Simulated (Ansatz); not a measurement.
# Glassy NaFeSi2O6 (120 atoms): geometry optimisation, part 3 of 3

How does glassy NaFeSi2O6 (120 atoms) relax, and what do bonds, charges and levels look like afterwards?

Ansatz 0.2.0; Kohn-Sham DFT, PBE, PAW (set soft_2), plane waves.

The cell: 12 Fe, 12 Na, 72 O and 24 Si. The quench rate of 20 K/ps is orders of magnitude faster than experiment. The starting topology of bonds comes from the classical model. Without a Hubbard term or exact exchange, open shells on Fe are likely too delocalised. The Brillouin zone is sampled at Γ only, in a cell whose shortest periodic width is 12 Å.

So far, density (g/cm³): step 4 (local order after relaxation) 2.81.

## (5) Single point at the relaxed geometry

The electronic structure is read at the final geometry, in a run of its own.

input.yaml reads:

```yaml
crystal:
  lattice:
    - [11.77376, -0.09804, -0.10622]
    - [-0.09804, 11.62225, 0.16897]
    - [-0.10622, 0.16897, 11.99266]
  atoms:
    - { symbol: Fe, position: [0.21775, 0.24653, 0.95161], spin: 5.0 }
    - { symbol: Fe, position: [0.71658, 0.0411, 0.53657], spin: 5.0 }
    - { symbol: Fe, position: [0.32895, 0.27433, 0.38774], spin: 5.0 }
    - { symbol: Fe, position: [0.07611, 0.13166, 0.76586], spin: 5.0 }
    - { symbol: Fe, position: [0.05309, 0.78837, 0.02856], spin: -5.0 }
    - { symbol: Fe, position: [0.8182, 0.16772, 0.73031], spin: -5.0 }
    - { symbol: Fe, position: [0.56145, 0.24739, 0.58374], spin: 5.0 }
    - { symbol: Fe, position: [0.129, 0.33116, 0.5702], spin: 5.0 }
    - { symbol: Fe, position: [0.41987, 0.15608, 0.1527], spin: -5.0 }
    - { symbol: Fe, position: [0.37711, 0.50448, 0.32557], spin: 5.0 }
    - { symbol: Fe, position: [0.01463, 0.99754, 0.16735], spin: 5.0 }
    - { symbol: Fe, position: [0.2947, 0.74727, 0.72233], spin: 5.0 }
    - { symbol: Na, position: [0.48412, 0.82512, 0.89816] }
    - { symbol: Na, position: [0.79146, 0.17019, 0.25898] }
    - { symbol: Na, position: [0.84043, 0.7222, 0.51217] }
    - { symbol: Na, position: [0.00329, 0.04048, 0.44358] }
    - { symbol: Na, position: [0.38957, 0.78333, 0.47659] }
    - { symbol: Na, position: [0.51207, 0.02398, 0.36176] }
    - { symbol: Na, position: [0.11117, 0.62591, 0.55901] }
    - { symbol: Na, position: [0.3825, 0.09377, 0.83927] }
    - { symbol: Na, position: [0.62114, 0.14827, 0.86429] }
    - { symbol: Na, position: [0.08146, 0.45097, 0.33925] }
    - { symbol: Na, position: [0.02102, 0.51211, 0.053] }
    - { symbol: Na, position: [0.31461, 0.80717, 0.15364] }
    - { symbol: O, position: [0.83611, 0.1555, 0.45741] }
    - { symbol: O, position: [0.39389, 0.44446, 0.68467] }
    - { symbol: O, position: [0.08202, 0.4482, 0.66653] }
    - { symbol: O, position: [0.62978, 0.63386, 0.83539] }
    - { symbol: O, position: [0.01727, 0.64036, 0.38403] }
    - { symbol: O, position: [0.54017, 0.98941, 0.78943] }
    - { symbol: O, position: [0.42337, 0.60533, 0.21431] }
    - { symbol: O, position: [0.59988, 0.4038, 0.56206] }
    - { symbol: O, position: [0.42068, 0.55234, 0.46391] }
    - { symbol: O, position: [0.17252, 0.08478, 0.89148] }
    - { symbol: O, position: [0.68894, 0.38319, 0.29621] }
    - { symbol: O, position: [0.32566, 0.66932, 0.85789] }
    - { symbol: O, position: [0.55706, 0.98699, 0.55793] }
    - { symbol: O, position: [0.19286, 0.19266, 0.64181] }
    - { symbol: O, position: [0.10203, 0.29517, 0.83519] }
    - { symbol: O, position: [0.60065, 0.20459, 0.42854] }
    - { symbol: O, position: [0.6762, 0.89219, 0.03974] }
    - { symbol: O, position: [0.23219, 0.37433, 0.45769] }
    - { symbol: O, position: [0.93389, 0.13195, 0.85393] }
    - { symbol: O, position: [0.29187, 0.11481, 0.05307] }
    - { symbol: O, position: [0.99263, 0.68954, 0.15472] }
    - { symbol: O, position: [0.53041, 0.62854, 0.6349] }
    - { symbol: O, position: [0.7278, 0.55403, 0.43779] }
    - { symbol: O, position: [0.93566, 0.44893, 0.84671] }
    - { symbol: O, position: [0.42401, 0.83041, 0.67291] }
    - { symbol: O, position: [0.49691, 0.00382, 0.13663] }
    - { symbol: O, position: [0.5631, 0.58073, 0.03545] }
    - { symbol: O, position: [0.52366, 0.77882, 0.13704] }
    - { symbol: O, position: [0.85847, 0.5401, 0.25854] }
    - { symbol: O, position: [0.94585, 0.21681, 0.64567] }
    - { symbol: O, position: [0.79317, 0.99487, 0.67811] }
    - { symbol: O, position: [0.38942, 0.20627, 0.52331] }
    - { symbol: O, position: [0.82528, 0.37926, 0.54156] }
    - { symbol: O, position: [0.64662, 0.60708, 0.23809] }
    - { symbol: O, position: [0.73715, 0.46973, 0.9487] }
    - { symbol: O, position: [0.69534, 0.17464, 0.63409] }
    - { symbol: O, position: [0.70123, 0.77948, 0.68264] }
    - { symbol: O, position: [0.01388, 0.30243, 0.45632] }
    - { symbol: O, position: [0.33987, 0.29747, 0.86323] }
    - { symbol: O, position: [0.22395, 0.05602, 0.47462] }
    - { symbol: O, position: [0.7967, 0.87729, 0.86775] }
    - { symbol: O, position: [0.12264, 0.01589, 0.28831] }
    - { symbol: O, position: [0.77642, 0.9171, 0.45116] }
    - { symbol: O, position: [0.66616, 0.91272, 0.26083] }
    - { symbol: O, position: [0.04519, 0.82464, 0.87717] }
    - { symbol: O, position: [0.78598, 0.07678, 0.99446] }
    - { symbol: O, position: [0.38519, 0.31192, 0.11576] }
    - { symbol: O, position: [0.46223, 0.35989, 0.33657] }
    - { symbol: O, position: [0.84162, 0.7647, 0.30774] }
    - { symbol: O, position: [0.05729, 0.98722, 0.70577] }
    - { symbol: O, position: [0.7586, 0.29267, 0.81113] }
    - { symbol: O, position: [0.5723, 0.20425, 0.21457] }
    - { symbol: O, position: [0.50369, 0.25031, 0.73449] }
    - { symbol: O, position: [0.14087, 0.92872, 0.07598] }
    [... 36 atom lines left out ...]
    - { symbol: Si, position: [0.58178, 0.28908, 0.31906] }
    - { symbol: Si, position: [0.06756, 0.42773, 0.80156] }
    - { symbol: Si, position: [0.24033, 0.59848, 0.94124] }
    - { symbol: Si, position: [0.48161, 0.96041, 0.67204] }
    - { symbol: Si, position: [0.29101, 0.12076, 0.578] }
    - { symbol: Si, position: [0.79542, 0.89634, 0.31859] }
magnetization:
  spin_polarized: true
kpoints:
  mp_grid: { grid: [1, 1, 1] }
hamiltonian:
  xc: pbe
scf:
  occupations: { method: gaussian, width: 0.05 }
  lower_state_search: "off"
output:
  forces: true
  stress: true
  populations: true
  dos:
    method: { smearing: { sigma: 0.08 } }
    de: 0.1
    projected: { site_lists: { Fe: [Fe], Na: [Na], O: [O], Si: [Si] } }
  eigenvalues: true
  write_density: true
  write_potential: true
  volumetric_format: npy
```

Command:

```sh
$ ansatz run input.yaml --threads 4 --pin off --max-ram 8192MiB --backend cpu --events-out ev --progress --plain --runs-dir out
```

Numbers of over 12 decimals in the logs are rounded to 6 here.

The log of the run:

```text
[...]
Crystal: 120 atoms, lattice volume = 1640.468 Å³
Basis set: ecut = 420 eV, 32065 PW (Γ), exchange–correlation on 160×160×162 points (8 copies of the dense FFT grid, shifted against one another)
Bands: 564, of which v1, the nominal top of the filled ones, is band 414 counted from 1 (413 counted from 0)
Symmetry: 1 space group operations
[...]
k-points: 1
[...]
Starting moments: Σ|m| = 60 μB on 12 of 120 sites
[...]
SCF iter   1: F=—  HF=-127919.505811 eV  |F-HF|=—  |Δ(HF+E_count)|=         —  Δρ=2.41e-1 (↑1.45e-1 ↓2.41e-1)  dr2=2.75e3  dr2_m=2.46e2  M=10.066 μB ∫|m|=21.062 μB  β_m=0.30  ethr=3.10e-3  ⟨swp⟩=7.0  Hψ=4290  notcnv=0  defer=202
[...]
SCF iter  28: F=-127799.834821 eV  HF=-127799.834821 eV  |F-HF|=5.02e-9  |Δ(HF+E_count)|=   3.89e-9  Δρ=7.57e-7 (↑5.77e-7 ↓7.57e-7)  dr2=2.47e-8  dr2_m=3.23e-9  M=29.932 μB ∫|m|=57.151 μB  ethr=1.21e-11  ⟨swp⟩=7.0  Hψ=4933  notcnv=0
SCF 1 converged in 28 iterations: F = -127799.834821 eV  dr2 = 2.47e-8
[...]
SCF converged after 28 iterations
Magnetization: 29.9317 μB (428.9658 up, 399.0342 down)
Absolute magnetization: 57.1696 μB (∫|ρ↑−ρ↓|, with the PAW one-centre terms)
[...]
Per-site moments (μB) at R_I (Å): [(3.597116, 0.775238), (3.686228, 0.800767), (3.532028, 0.770416), (3.651060, 0.764917), (-3.607209, 0.764508), [...]
Free energy (F): -127799.834821 eV
[...]
Internal energy: -127799.829464 eV  (E = F + TS)
E sigma→0 (E₀):  -127799.832143 eV
Entropy (-TS):   -0.005357 eV (-0.045 meV/atom)
Fermi energy:    4.677893 eV
[...]
--- Forces (eV/Å), atoms counted from 1 ---
  atom   1  Fe     0.00436330     0.00471670     0.00167789
  atom   2  Fe    -0.01688231     0.01150040    -0.01108011
  atom   3  Fe    -0.00906084    -0.01164111     0.00207534
  atom   4  Fe     0.00223657     0.00042755    -0.00794936
  atom   5  Fe    -0.00695920     0.00975349     0.00328393
  atom   6  Fe    -0.00480823    -0.00397022     0.00458058
  atom   7  Fe    -0.00672663    -0.01202128     0.00001643
  atom   8  Fe     0.00843834    -0.00090332     0.00979645
  atom   9  Fe     0.00164619    -0.00948939     0.00303499
  atom  10  Fe     0.01460643     0.00607064     0.02114738
  atom  11  Fe     0.00847511    -0.00643845    -0.00163440
  atom  12  Fe     0.00126353     0.00489004    -0.02452963
  atom  13  Na     0.00327470    -0.00228535     0.00281228
  atom  14  Na    -0.00259719     0.00417798    -0.00274043
[...]
atom 119  Si     0.00811973     0.01588258    -0.01369370
  atom 120  Si    -0.00960641    -0.00115158     0.01505774
  max |Σ_I F_I| component: 1.04e-4 eV/Å
--- Stress (GPa, compression-positive) ---
        0.007166      -0.002202       0.004400
       -0.002201       0.010524      -0.002684
        0.004401      -0.002683       0.021158
  P = ⅓ Tr σ = 0.0129 GPa (0.129 kbar)
--- Band table (eV) ---
[...]
--- Löwdin populations: 120 sites ---
  site symbol       q [e]    m [muB]
     0     Fe     14.4899     3.8648
     1     Fe     14.4592     3.9141
     2     Fe     14.5439     3.8431
[...]
119     Si      2.3460     0.0121
  spilling = 0.008972 (of n_electrons = 828.000000)
```

The job ended after 96 s (4 threads of Intel Xeon Platinum 8375C at 2.90GHz (Ice Lake), shared host; peak memory 4.6 GiB).

The run gave:

- free energy: -127799.8348 eV
- free energy per atom: -1064.9986 eV/atom
- SCF cycles: 28
- pressure: 0.01295 GPa
- r.m.s. force component: 0.00711 eV/Å
- longest force: 0.02705 eV/Å
- Fermi energy: 4.678 eV
- levels partly filled by over 2 per cent: 2
- total moment: 29.93 μB
- absolute moment: 57.17 μB
- spilling of the projection: 0.008972

Löwdin charges by element and coordination (they lack the spilled electrons, 0.062 e an atom on average):

| element | coordination | atoms | mean charge (e) | spread | least | most |
| --- | --- | --- | --- | --- | --- | --- |
| Fe | all | 12 | 1.50 | 0.0364 | 1.42 | 1.55 |
| Fe | 4 | 4 | 1.48 | 0.018 | 1.46 | 1.50 |
| Fe | 5 | 7 | 1.51 | 0.0391 | 1.42 | 1.55 |
| Fe | 6 | 1 | 1.55 | 0 | 1.55 | 1.55 |
| Na | all | 12 | 0.805 | 0.0156 | 0.775 | 0.826 |
| Na | 4 | 2 | 0.808 | 0.0142 | 0.793 | 0.822 |
| Na | 5 | 4 | 0.807 | 0.0156 | 0.790 | 0.826 |
| Na | 6 | 2 | 0.810 | 0.006 | 0.804 | 0.816 |
| Na | 7 | 4 | 0.799 | 0.0175 | 0.775 | 0.823 |
| O | all | 72 | -0.840 | 0.0456 | -0.974 | -0.740 |
| O | 2 | 14 | -0.796 | 0.0126 | -0.817 | -0.781 |
| O | 3 | 39 | -0.836 | 0.03 | -0.901 | -0.788 |
| O | 4 | 19 | -0.881 | 0.0532 | -0.974 | -0.740 |
| Si | all | 24 | 1.68 | 0.0579 | 1.57 | 1.79 |

Magnetic moments by element and coordination:

| element | coordination | atoms | mean moment (μB) | spread | least | most |
| --- | --- | --- | --- | --- | --- | --- |
| Fe | all | 12 | 1.81 | 3.08 | -3.61 | 3.69 |
| Fe | 4 | 4 | 3.56 | 0.0294 | 3.53 | 3.59 |
| Fe | 5 | 7 | 0.552 | 3.54 | -3.61 | 3.69 |
| Fe | 6 | 1 | 3.65 | 0 | 3.65 | 3.65 |
| Na | all | 12 | 6.0e-4 | 4.0e-4 | 0 | 0.0015 |
| Na | 4 | 2 | 7.0e-4 | 4.0e-4 | 3.0e-4 | 0.0012 |
| Na | 5 | 4 | 7.0e-4 | 5.0e-4 | 1.0e-4 | 0.0015 |
| Na | 6 | 2 | 6.0e-4 | 2.0e-4 | 4.0e-4 | 7.0e-4 |
| Na | 7 | 4 | 4.0e-4 | 4.0e-4 | 0 | 9.0e-4 |
| O | all | 72 | 0.055 | 0.105 | -0.173 | 0.473 |
| O | 2 | 14 | 0.0181 | 0.0998 | -0.173 | 0.196 |
| O | 3 | 39 | 0.0694 | 0.112 | -0.114 | 0.473 |
| O | 4 | 19 | 0.0527 | 0.0887 | -0.135 | 0.212 |
| Si | all | 24 | 0.0028 | 0.0034 | -0.0033 | 0.0082 |

States in the cell by windows of 1 eV, zero at the Fermi level; the larger projections on atomic orbitals stand beside the total:

| from (eV) | to (eV) | total up | total down | O p | Fe d | Si p |
| --- | --- | --- | --- | --- | --- | --- |
| -10 | -9 | 5.4 | 4.8 | 6.8 | 0.1 | 0.6 |
| -9 | -8 | 7.4 | 7.1 | 9.8 | 0.3 | 1.2 |
| -8 | -7 | 11.5 | 10.1 | 15.2 | 1.0 | 2.5 |
| -7 | -6 | 24.8 | 18.4 | 29.3 | 6.3 | 4.6 |
| -6 | -5 | 30.6 | 28.3 | 39.3 | 11.5 | 4.6 |
| -5 | -4 | 41.4 | 36.4 | 54.8 | 15.5 | 3.3 |
| -4 | -3 | 42.7 | 44.0 | 68.2 | 12.2 | 2.4 |
| -3 | -2 | 44.1 | 42.9 | 73.0 | 9.6 | 1.5 |
| -2 | -1 | 36.4 | 30.7 | 55.3 | 9.1 | 0.9 |
| -1 | 0 | 14.2 | 6.4 | 13.8 | 5.7 | 0.2 |
| 0 | 1 | 4.6 | 14.9 | 2.8 | 16.1 | 0.1 |
| 1 | 2 | 7.7 | 21.4 | 5.6 | 22.0 | 0.3 |
| 2 | 3 | 3.4 | 8.7 | 2.9 | 7.8 | 0.2 |
| 3 | 4 | 0.6 | 1.0 | 0.0 | 0.0 | 0.0 |
| 4 | 5 | 5.9 | 5.3 | 1.1 | 0.1 | 0.8 |

The curve was stored every 0.100 eV, coarse against its broadening of 0.08 eV, so these counts are rough.

Between -26 and -10 eV lie 220 more states.

The stored curve holds about 708 of the 828 electrons; the rest, give or take the few that broadening carries across the Fermi level, lie in deeper levels below its range.

The levels nearest the highest filled one (over half full), pooled over k-points and spins:

| level less the highest filled one (eV) | occupation |
| --- | --- |
| -0.252 | 1 |
| -0.230 | 1 |
| -0.218 | 1 |
| -0.121 | 1 |
| -0.0921 | 1 |
| 0 | 0.966 |
| 0.129 | 0.034 |
| 0.443 | 0 |
| 0.537 | 0 |
| 0.580 | 0 |
| 0.648 | 0 |
| 0.675 | 0 |

Spin density in the ac plane at fractional y = 0.148, with atoms of Fe and Na and O and Si within 0.2 Å of it.

Ten even steps from '0' (-5.6 e/Å³) to '9' (5.6 e/Å³), each cell a mean:
```
555555555444444444444444444455555
444455555544444444444444444555544
445555555544444444444444444555555
455555544444444444444444444455455
556655544444444555444444444444555
569855554444445554444444443244455
556655555544444444444455442034445
555555555554444455544445544444444
455555555555555555554555554444444
444455555555555555555555555445444
444445555555555555555444554444444
444444444555555555554555555555544
444444444555555544555555555555554
444444445555444445555555455555555
444444444444444445555554445555554
444444444445544445555554444455444
444444444555555554444444444444444
444444445554454444444444444444444
444444445554444444444444444444444
444444445544421344444444444444444
554444444544400344444444444445555
555444444444444444444444444455555
555555445544444444444444444455555
555555544554444444444444444445555
```
Columns run along a (11.8 Å), rows up along c (12.0 Å). Atoms in or near the plane, at fractional coordinates: Fe at (0.08, 0.77), Fe at (0.42, 0.15), Na at (0.62, 0.86), O at (0.84, 0.46), O at (0.93, 0.85), O at (0.33, 0.30), O at (0.99, 0.08), Si at (0.90, 0.98).

Electrostatic potential energy in the ac plane at fractional y = 0.148, with atoms of Fe and Na and O and Si within 0.2 Å of it. With pseudopotentials it is smooth inside the atoms' cores, unlike the true potential.

Ten even steps from '0' (-46 eV) to '9' (10 eV), each cell a mean:
```
899999888999999999999999998720016
999998888999999999887789999863358
999998889998888998830158999986326
887788999987668899830058999995114
731148999998778999986788886677667
500027999999999999999999841026898
731258999999999999999999730015899
987888679889999999999965763247999
999996456557899999999721488889999
999998763003799998889854799999999
999999873004789999889998999999999
999999987567779999999999998668999
999999999889999999998999994015999
999999999999999999977999995227999
999999999999999999999999999999999
999999999865899999999999999999999
999999999510499999999999854689999
999999999732689999999998610279999
999999999998755689779999753589999
999999999997300268889999988899999
789999999997200168999999999999997
159999999668633589999999999999851
269999996237988899999999999876652
899999998568999999999999998730026
```
Columns run along a (11.8 Å; values clipped at the 3rd and 97th percentile), rows up along c (12.0 Å). Atoms in or near the plane, at fractional coordinates: Fe at (0.08, 0.77), Fe at (0.42, 0.15), Na at (0.62, 0.86), O at (0.84, 0.46), O at (0.93, 0.85), O at (0.33, 0.30), O at (0.99, 0.08), Si at (0.90, 0.98).

Mean Löwdin charges: Fe +1.50, Na +0.80, O -0.84, Si +1.68 e (they miss 0.90 % of the electrons, so they add up to more than the cell's charge). The cell holds a total moment of 29.9 μB, from site moments of up to 3.7 μB that point both ways; no search proves this magnetic order the lowest. Just under the Fermi level the largest share is O p (54 % of the projected weight), just over it Fe d (80 % of the projected weight).

Local excerpt of 10 atoms (numbers count through the whole input) about O92, picked at random; x, y, z are measured from there.

| atom | x | y | z | distance (Å) | bonds | Löwdin charge (e) | moment (μB) |
| --- | --- | --- | --- | --- | --- | --- | --- |
| O92 | 0.00 | 0.00 | 0.00 | 0.00 | 4 | -0.87 | -0.13 |
| Si117 | 0.82 | -0.96 | -1.03 | 1.63 | 4 | 1.67 | 0.00 |
| Fe5 | -1.42 | 1.28 | 0.07 | 1.91 | 5 | 1.52 | -3.61 |
| O87 | 1.69 | -1.98 | -0.08 | 2.60 | 2 | -0.78 | 0.00 |
| Na23 | -1.77 | -1.92 | 0.32 | 2.63 | 5 | 0.83 | 0.00 |
| O94 | -0.32 | -1.83 | -1.88 | 2.64 | 3 | -0.81 | 0.00 |
| O45 | -2.13 | 0.16 | 1.57 | 2.65 | 3 | -0.90 | -0.09 |
| Na24 | 1.65 | 1.50 | 1.54 | 2.71 | 6 | 0.80 | 0.00 |
| O36 | 1.82 | -0.15 | -2.03 | 2.73 | 3 | -0.83 | 0.15 |
| O69 | -1.50 | 1.68 | -1.74 | 2.84 | 2 | -0.82 | -0.17 |

The column of bonds counts only the pairs O-Si within 2.08 Å, O-Fe within 2.48 Å, O-Na within 3.09 Å; other neighbours, such as metal atoms beside each other in a compound, aren't counted, and periodic images can show an atom twice.

## (6) Summary of results

```json
{"energy change in the relaxation": "-97.38 meV/atom", "r.m.s. displacement": "0.43 Å", "largest displacement": "2.086 Å", "free energy per atom": "-1064.9986 eV/atom", "pressure": "0.01295 GPa", "r.m.s. force component": "0.00711 eV/Å", "wall time of the 3 DFT runs": "29 min"}
```

What this shows: Relaxation lowers the energy by 97.4 meV/atom and moves atoms by 0.43 Å r.m.s.; the r.m.s. force component goes from 1.3 to 0.0071 eV/Å. Displacements are taken in the final cell, so they leave out its strain. By the final cutoffs 10 of 217 bonded pairs parted and 14 joined. The cell shrank by 1.6 % in volume. From the first step to the last the energy fell by 11.685 eV, across changes of basis, and the largest move was 2.09 Å (Na23). The O-Na bonds change most in mean length: from 2.673 Å (spread 0.247) to 2.585 Å (spread 0.208), and their number from 62 to 68. Counting bonds as in the table, 58 % of Fe atoms have 5, 33 % of Na atoms have 5 and as many 7, 54 % of O atoms have 3 and all Si atoms have 4 bonded neighbours. Counting bonds to Si alone, not to Fe, 36 % of the oxygens join two of these atoms and 61 % one; 3 % join none. 2 levels are partly filled, by over 2 % (at Γ alone): no clear gap opens at this level. Levels of broken or missing bonds inside a gap of the host would look the same.

The cell holds a total moment of 29.9 μB, from site moments of up to 3.7 μB that point both ways; no search proves this magnetic order the lowest.

What to keep in mind: In the spin-polarised runs the search for a state of lower energy was switched off. The starting topology of bonds comes from the classical model; in DFT 10 of its 217 bonded pairs passed out of the cutoffs and 14 came within them. The run was spin polarised, started with 9 moments up and 3 down in a pattern of our own, ending at 29.9 μB in the cell; that starting order needn't be the real material's, and it bears on forces, charges and levels.

Against the measurements quoted at the start:

| quantity | measured | this cell | difference | method of the measurement |
| --- | --- | --- | --- | --- |
| nearest Si–O distance | 1.63 Å | 1.64 Å | +0.8 % | neutron diffraction, Gaussian fit of T(r) |
| number of O about Si | 3.9 | 4 | +2.6 % | neutron diffraction, Gaussian fit of T(r) |
| nearest Fe–O distance | 1.89 Å | 1.93 Å | +2.1 % | neutron diffraction, T(r) peak position |
| nearest O–O distance | 2.66 Å | 2.69 Å | +1.1 % | neutron diffraction, T(r) peak position |
| number density | 0.072 Å⁻³ | 0.0731 Å⁻³ | +1.6 % | measured atomic number density |
| number of O about Fe | 4.3 | 4.75 | +10.5 % | neutron diffraction with Fe isotope substitution, Gaussian fit |

The cell differs from the measured distances by up to 2.1 %, neighbour counts by up to 10.5 % and density by up to 1.6 %. Distances of this cell are positions of the first main peak of g(r), or bond means where the peak is narrow; means over all bonds within a cutoff lie farther out for broad shells. The network comes from the model that made the cell; in DFT 10 of its 217 bonded pairs passed out of the cutoffs and 14 came within them. Our coordination numbers hang on a cutoff, and experiments count neighbours in their own ways.

[Logs are printed without paths, hosts, clocks, repeated set-up lines and the standing remarks that a program may print on its own settings, such as how far it seeks lower states.]

[Hosts, paths, dates, database ids (printed as entryN), source tags and the programs' standing remarks are cut or masked in the printed files.]
